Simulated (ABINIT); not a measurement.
Computed results, one entry a study.

```
A GW chain in ABINIT: CdSe (F-43m)
1.0
     0.00000    3.02500    3.02500
     3.02500    0.00000    3.02500
     3.02500    3.02500    0.00000
Cd Se
1 1
Direct
  0.00000 0.00000 0.00000
  0.75000 0.75000 0.75000
# method: RPA screening on PBE with spin-orbit coupling, plane waves, norm-conserving pseudopotentials (and 2 further levels or steps)
# program: ABINIT 10.8.3
# settings: cutoff 48 Ha, PseudoDojo fully relativistic 0.4 stringent, norm-conserving, ngkpt (4, 4, 4), nband 98, ecuteps 3.6 Ha, shiftk (0, 0, 0), symchi 1, awtr 1, frequency ppm, 4×4×4 k-mesh
# cost: 5 runs, 5.9 min in all on 8 MPI ranks of AMD EPYC 7R43, shared host
# notes: The program’s warnings: Neglecting <n,k|[Vnl,iqr]|m,k>.  Limits: mesh may overstate the screening; screening head approximate. The 4×4×4 mesh is coarse for this cell, which bears on the long-range parts of exchange and screening. The RPA ε∞ on this mesh reaches over 25; with a narrow direct gap a coarse mesh can overstate it, and the correction is then too small.
# PBE gap: 0.51 eV, direct
# G0W0 gap on the mesh: 1.04 eV
# GW settings: 4×4×4 mesh, 98 bands, screening to 98 eV, Godby-Needs plasmon pole
# known limits: short of the basis limit; mesh may overstate the screening; screening head approximate; coarse k mesh
```

[Long decimals in the printed logs are rounded to 6 places.]

[Logs are printed without paths, hosts, clocks, repeated set-up lines and the standing remarks that a program may print on its own settings, such as how far it seeks lower states.]

[Paths, hosts, dates, memory and timing lines, banners, echoed tables and standing remarks are left out of the program output; an Ansatz launch command may be rebuilt from the run's recorded settings. Measured values are a selection of at most five: reports struck by readers or far from the other reports are left out. None is set beside runs whose start may be inverted or whose files or cutoffs have a known fault.]

[Runs of the session that timed out or met a known fault of the program may be left out.]

[Hosts, paths, dates, database ids (printed as entryN), source tags and the programs' standing remarks are cut or masked in the printed files.]

[G0W0 gaps are taken among the corrected bands and points alone; a level outside them can change the order at an edge.]

[Where Ansatz stands beside ABINIT at settings called matched, ABINIT's density can come from a denser mesh and the files from another edition; pairs whose starting gaps differed by over 0.03 eV were left out, so agreement reads better than it is.]
